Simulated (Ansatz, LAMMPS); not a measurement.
**A frame of liquid Na(Cl,F) from 900 K, run at 600 K (116 atoms) in motion**

Aim: follow a frame of liquid Na(Cl,F) from 900 K, run at 600 K (116 atoms) for a short time with forces from DFT, then look at structure and electrons in the last frame.

Method: Kohn-Sham DFT, PBE, PAW (set soft_2), plane waves, in Ansatz 0.2.0.

**1. Set-up**

The cell holds 116 atoms: 58 Na, 27 Cl and 31 F. Cell: a = 13.922 Å, b = 13.922 Å, c = 13.922 Å, α = 90.0°, β = 90.0°, γ = 90.0°. 116 atoms (58 Na, 27 Cl, 31 F) placed at random at 1.77 g/cm³, melted at 1800 K for 10 ps at fixed volume with the Lennard-Jones and Coulomb ion parameters for SPC/E (Joung and Cheatham, J. Phys. Chem. B 112, 9020 (2008)), full charges. Snapshot at the end of a hold of 20 ps at 900 K and fixed volume.

Limits known from the start: The starting topology of bonds comes from the classical model, and needn't be the one that DFT or experiment would give. The cell was made at 900 K but the dynamics is set to 600 K: the trajectory isn't one at 900 K. The ion parameters were fitted for water, not for melts, so the starting structure of this cell may lie well off the real melt's. The Brillouin zone is sampled at Γ only, in a cell whose shortest periodic width is 14 Å.

**2. Dynamics at 600 K**

A Langevin thermostat couples each atom to a heat bath, at the price of damped dynamics. The time step is 1.0 fs.

input.yaml reads:

```yaml
crystal:
  lattice:
    - [13.922, 0.0, 0.0]
    - [0.0, 13.922, 0.0]
    - [0.0, 0.0, 13.922]
  atoms:
    - { symbol: Na, position: [0.44884, 0.82588, 0.43752] }
    - { symbol: Na, position: [0.50871, 0.34535, 0.58957] }
    - { symbol: Na, position: [0.93829, 0.90919, 0.53545] }
    - { symbol: Na, position: [0.08415, 0.56338, 0.79149] }
    [... 106 atom lines left out ...]
    - { symbol: F, position: [0.48633, 0.12824, 0.8983] }
    - { symbol: F, position: [0.77763, 0.9945, 0.3251] }
    - { symbol: F, position: [0.26504, 0.15195, 0.9773] }
    - { symbol: F, position: [0.10226, 0.71426, 0.71608] }
    - { symbol: F, position: [0.05858, 0.21373, 0.31893] }
    - { symbol: F, position: [0.89399, 0.68179, 0.09872] }
kpoints:
  mp_grid: { grid: [1, 1, 1] }
hamiltonian:
  xc: pbe
scf:
  occupations: { method: fixed }
output:
  forces: true
md:
  timestep: 1.0
  n_steps: 53
  ensemble: nvt_langevin
  temperature: 600
  initial_velocities: maxwell_boltzmann
  seed: 4754
```

The run is started by

```
$ ansatz run input.yaml --threads 4 --pin off --max-ram 8192MiB --backend cpu --events-out ev --progress --plain --runs-dir out
```

It took 20 min on 4 threads of Arm Neoverse V2, shared host; peak memory 3.9 GiB.

The program notes that it switched symmetry off.

Rows from the run:

```
time (fs)  T (K)  potential (meV/atom)
      0.0    595                   0.0
      4.0    605                  -1.1
      7.0    631                  -1.5
     11.0    666                  -1.7
     14.0    670                  -1.2
     18.0    615                   0.0
     21.0    634                   0.8
     25.0    633                   1.3
     28.0    608                   1.5
     32.0    619                   0.9
     35.0    635                   0.3
     39.0    646                  -0.9
     42.0    659                  -1.8
     46.0    665                  -2.7
     49.0    673                  -2.9
     53.0    681                  -2.7
```

Mean square displacement from the first frame to the last: Na 0.13 Å², Cl 0.13 Å², F 0.11 Å².

The mean square displacement by time lag:

| time lag (fs) | Cl (Å²) | F (Å²) | Na (Å²) |
| --- | --- | --- | --- |
| 1.0 | 5.5e-5 | 7.3e-5 | 6.6e-5 |
| 2.0 | 2.2e-4 | 2.9e-4 | 2.6e-4 |
| 3.0 | 5.0e-4 | 6.5e-4 | 5.9e-4 |
| 4.0 | 8.8e-4 | 0.00115 | 0.00104 |
| 6.0 | 0.00198 | 0.00256 | 0.00233 |
| 7.0 | 0.00268 | 0.00346 | 0.00317 |
| 8.0 | 0.00350 | 0.00449 | 0.00412 |
| 9.0 | 0.00441 | 0.00563 | 0.00519 |
| 10.0 | 0.00543 | 0.00689 | 0.00639 |
| 11.0 | 0.00655 | 0.00825 | 0.00770 |
| 12.0 | 0.00777 | 0.00973 | 0.00912 |
| 15.0 | 0.0120 | 0.0147 | 0.0141 |
| 16.0 | 0.0136 | 0.0166 | 0.0159 |
| 17.0 | 0.0153 | 0.0185 | 0.0179 |
| 18.0 | 0.0171 | 0.0205 | 0.0199 |
| 19.0 | 0.0190 | 0.0225 | 0.0221 |
| 20.0 | 0.0209 | 0.0247 | 0.0243 |
| 21.0 | 0.0230 | 0.0268 | 0.0266 |
| 23.0 | 0.0274 | 0.0314 | 0.0315 |
| 24.0 | 0.0297 | 0.0337 | 0.0341 |
| 25.0 | 0.0321 | 0.0361 | 0.0367 |
| 27.0 | 0.0371 | 0.0410 | 0.0423 |

Over the second half of 53 fs the temperature averages 650 K, rising from about 610 to 676 K (means over the first and last quarter of that half). From first frame to last Na has the largest mean square displacement, 0.13 Å² at the end; the farthest move is 0.60 Å. The run spans 0.05 ps, too short for its means to be equilibrium values.

**3. Structure statistics late in the run**

The g(r) is a mean over the second half; what follows it is taken at the last frame.

Density 1.77 g/cm³, 23.26 Å³ an atom.

Mean of 15 frames. g(r), total and by pair (bins of 0.2 Å):

```csv
r (Å),total,Na-Na,Na-F,Na-Cl,F-F,F-Cl,Cl-Cl
1.90,0.01,0.00,0.04,0.00,0.00,0.00,0.00
2.10,0.52,0.00,1.96,0.00,0.00,0.00,0.00
2.30,1.48,0.00,5.52,0.00,0.00,0.00,0.00
2.50,1.27,0.00,4.06,0.80,0.00,0.00,0.00
2.70,1.35,0.12,1.96,3.44,0.00,0.00,0.00
2.90,1.07,0.63,0.78,2.92,0.41,0.00,0.00
3.10,0.97,0.84,0.46,2.06,1.56,0.36,0.00
3.30,1.09,1.52,0.29,1.31,3.22,0.70,0.12
3.50,1.01,1.32,0.19,0.77,1.55,2.24,1.10
3.70,1.13,1.96,0.15,0.87,1.40,1.97,0.99
3.90,1.24,1.66,0.42,0.72,1.73,2.33,2.41
4.10,0.94,1.47,0.52,0.27,1.27,1.38,2.08
4.30,0.90,1.12,0.69,0.36,0.96,1.35,2.12
4.50,0.97,1.17,0.95,0.56,1.45,0.95,1.28
4.70,0.89,1.03,0.89,0.75,0.64,1.10,0.76
4.90,0.92,0.96,0.95,0.75,0.87,1.04,1.05
5.10,0.89,0.73,1.08,0.80,0.45,1.01,1.36
5.30,1.02,0.85,1.43,1.09,0.50,0.75,0.81
5.50,1.04,0.57,1.48,1.48,0.77,0.74,0.27
5.70,1.06,0.80,1.49,1.25,0.49,0.70,0.90
5.90,1.10,0.78,1.38,1.52,0.55,0.74,0.88
6.10,1.00,0.72,1.02,1.46,0.88,0.84,0.67
6.30,0.95,0.86,0.98,1.10,0.94,0.89,0.71
6.50,0.97,1.11,0.83,0.99,1.31,0.88,0.72
6.70,1.01,1.10,0.95,0.88,1.10,1.31,0.66
6.90,1.02,1.30,0.77,0.99,1.07,1.14,0.80
```

Bonds by pair of elements; cutoffs follow the first minimum of g(r), held within bounds set by covalent radii, and pairs that aren't listed don't count as bonded:

```csv
pair A-B,cutoff (Å),bonds,mean length (Å),spread (Å),shortest (Å),B about A,A about B
Na-F,2.97,137,2.43,0.205,2.01,2.36,4.42
Na-Cl,3.56,144,3.00,0.286,2.47,2.48,5.33
```

The cutoffs for Na-F and Na-Cl fall short of the minimum of g(r), so counts run low and odd coordinations can be artefacts.

How many atoms have how many bonded neighbours:

| element | mean | 3 | 4 | 5 | 6 | 7 |
| --- | --- | --- | --- | --- | --- | --- |
| Cl | 5.33 | 0 | 4 | 11 | 11 | 1 |
| F | 4.42 | 3 | 15 | 10 | 3 | 0 |
| Na | 4.84 | 3 | 15 | 29 | 10 | 1 |

Bond angles, per cent of each kind in bins of 5°:

```
angle (°)  Na-Cl-Na  Cl-Na-F  Na-F-Na  Cl-Na-Cl  F-Na-F
    45–50       0.3      0.0      0.0       0.0     0.0
    50–55       0.3      0.0      0.0       0.0     0.0
    55–60       1.6      0.0      0.0       0.0     0.0
    60–65       3.8      0.0      0.0       1.3     0.0
    65–70       5.0      1.4      2.5       3.4     1.6
    70–75       5.9      9.4      2.5       7.4     4.8
    75–80       9.7      9.1      6.6      10.1     7.3
    80–85       8.8      8.7      8.6       6.7    12.9
    85–90       9.4     10.8      9.8      14.1     8.1
    90–95       6.6      7.7      9.0       8.7     9.7
   95–100       5.0      8.0     11.9       6.0     9.7
  100–105       3.8      5.9      9.0       5.4     8.1
  105–110       4.4      4.9      6.6       6.0     1.6
  110–115       3.1      4.5      5.7       2.7     6.5
  115–120       1.6      3.1      3.7       3.4     4.8
  120–125       3.8      1.4      2.1       3.4     3.2
  125–130       3.8      3.1      3.7       0.7     2.4
  130–135       3.4      3.1      1.2       2.7     2.4
  135–140       3.4      2.1      1.6       2.0     3.2
  140–145       4.7      2.4      2.1       1.3     4.0
  145–150       3.1      2.1      2.5       2.7     0.8
  150–155       2.5      1.4      2.9       4.0     3.2
  155–160       3.1      3.1      2.1       2.0     0.0
  160–165       1.2      4.2      2.5       0.0     4.8
  165–170       0.6      1.7      2.1       2.0     0.8
  170–175       0.6      1.1      1.2       1.3     0.0
  175–180       0.6      0.7      0.4       2.7     0.0
```

Bond angles (no mean is given where the spread exceeds 20°):

```csv
angle,count,mean (°),spread (°)
Na-Cl-Na,320,-,-
Cl-Na-F,287,-,-
Na-F-Na,244,-,-
Cl-Na-Cl,149,-,-
F-Na-F,124,-,-
```

Bond length by coordination (bonds to H left out):

| element | coordination | atoms | mean bond length (Å) |
| --- | --- | --- | --- |
| Cl | 4 | 4 | 2.91 |
| Cl | 5 | 11 | 2.97 |
| Cl | 6 | 11 | 3.02 |
| Cl | 7 | 1 | 3.14 |
| F | 3 | 3 | 2.28 |
| F | 4 | 15 | 2.40 |
| F | 5 | 10 | 2.48 |
| F | 6 | 3 | 2.45 |
| Na | 3 | 3 | 2.53 |
| Na | 4 | 15 | 2.59 |
| Na | 5 | 29 | 2.74 |
| Na | 6 | 10 | 2.79 |
| Na | 7 | 1 | 3.04 |

For some of the pairs, g(r) has its first main peak near 2.3 Å (Na-F), 2.8 Å (Na-Cl) and 3.3 Å (F-F).

**4. Single point at the last frame**

The last frame is solved once more, with the analyses that the dynamics left out.

input.yaml reads:

```yaml
crystal:
  lattice:
    - [13.922, 0.0, 0.0]
    - [0.0, 13.922, 0.0]
    - [0.0, 0.0, 13.922]
  atoms:
    - { symbol: Na, position: [0.41377, 0.84397, 0.44594] }
    - { symbol: Na, position: [0.51745, 0.35679, 0.59445] }
    - { symbol: Na, position: [0.94149, 0.90467, 0.54314] }
    - { symbol: Na, position: [0.09571, 0.59552, 0.8072] }
    [... 106 atom lines left out ...]
    - { symbol: F, position: [0.48868, 0.12325, 0.91191] }
    - { symbol: F, position: [0.7872, 0.00485, 0.31646] }
    - { symbol: F, position: [0.25787, 0.13299, 0.00545] }
    - { symbol: F, position: [0.12705, 0.72258, 0.72311] }
    - { symbol: F, position: [0.03937, 0.21718, 0.31507] }
    - { symbol: F, position: [0.88939, 0.68113, 0.08727] }
kpoints:
  mp_grid: { grid: [1, 1, 1] }
hamiltonian:
  xc: pbe
scf:
  occupations: { method: fixed }
output:
  forces: true
  stress: true
  populations: true
  dos:
    method: { smearing: { sigma: 0.1 } }
    de: 0.1
    projected: { site_lists: { Cl: [Cl], F: [F], Na: [Na] } }
  eigenvalues: true
  write_density: true
  write_potential: true
  volumetric_format: npy
```

Elapsed: 56 s, on 4 threads; peak memory 3.9 GiB.

The run gave:

* free energy: -140574.2758 eV
* free energy per atom: -1211.8472 eV/atom
* SCF cycles: 9
* pressure: -1.675 GPa
* r.m.s. force component: 0.3125 eV/Å
* longest force: 1.296 eV/Å
* Fermi energy: 0.4397 eV
* gap (highest filled to lowest empty level): 3.073 eV
* spilling of the projection: 0.002985

Length of the force by element:

```
element  coordination  atoms  mean length of the force (eV/Å)  spread  least   most
     Cl           all     27                            0.434   0.233  0.106  0.935
      F           all     31                            0.513   0.246  0.112   1.20
     Na           all     58                            0.488   0.248  0.106   1.30
```

Löwdin charges by element (they lack the spilled electrons, 0.024 e an atom on average):

```csv
element,coordination,atoms,mean charge (e),spread,least,most
Cl,all,27,-0.673,0.0089,-0.691,-0.657
F,all,31,-0.766,0.0044,-0.775,-0.758
Na,all,58,0.770,0.0203,0.712,0.818
```

States in the cell by windows of 1 eV, zero at the Fermi level; the larger projections on atomic orbitals stand beside the total:

```
from (eV)  to (eV)  total   F p  Cl p  Na s
      -10       -4    0.0   0.0   0.0   0.0
       -4       -3   16.9  15.1   0.9   0.8
       -3       -2  124.0  94.9  23.3   4.3
       -2       -1  156.6  57.8  94.1   3.3
       -1        0   49.6  12.5  36.2   0.5
        0        1    0.9   0.0   0.9   0.0
        1        2    0.0   0.0   0.0   0.0
        2        3    0.3   0.0   0.0   0.3
        3        4    2.7   0.0   0.1   2.2
        4        5   18.0   0.6   1.0  14.0
```

With fixed occupations the program's Fermi level is the highest filled level; weight inside the gap is the broadening of levels at its edges.

Between -26 and -10 eV lie 464 more states.

The stored curve holds about 812 of the 928 electrons; the rest, give or take the few that broadening carries across the Fermi level, lie in deeper levels below its range.

The levels nearest the highest filled one (over half full), pooled over k-points and spins:

```csv
level less the highest filled one (eV),occupation
-0.515,2
-0.426,2
-0.331,2
-0.270,2
-0.249,2
0,2
3.07,0
4.02,0
4.12,0
4.20,0
4.31,0
4.34,0
```

Mean Löwdin charges: Cl -0.67, F -0.77, Na +0.77 e. The largest share in the top eV of filled states is Cl p (74 % of the projected weight), and in the lowest eV of empty states Na s (83 % of the projected weight).

**5. Results**

```
mean temperature, second half                    : 649.8 K
temperature swing, second half                   : 25.8 K
free energy per atom                             : -1211.8472 eV/atom
pressure                                         : -1.675 GPa
r.m.s. force component                           : 0.3125 eV/Å
gap (highest filled to lowest empty level) : 3.073 eV
wall time of the 2 DFT runs                      : 21 min
```

Over the second half of 53 fs the temperature averages 650 K, rising from about 610 to 676 K (means over the first and last quarter of that half). The run spans 0.05 ps, too short for its means to be equilibrium values. Between filled and empty levels lie 3.07 eV (at Γ alone); a semilocal functional tends to put such gaps too low. In a disordered cell it changes from sample to sample and from frame to frame.

**Limits.** The pressure of -1.7 GPa is that of one thermal frame at a volume set beforehand, without the kinetic term.

[Logs are printed without paths, hosts, clocks, repeated set-up lines and the standing remarks that a program may print on its own settings, such as how far it seeks lower states.]

[Hosts, paths, dates, database ids (printed as entryN), source tags and the programs' standing remarks are cut or masked in the printed files.]
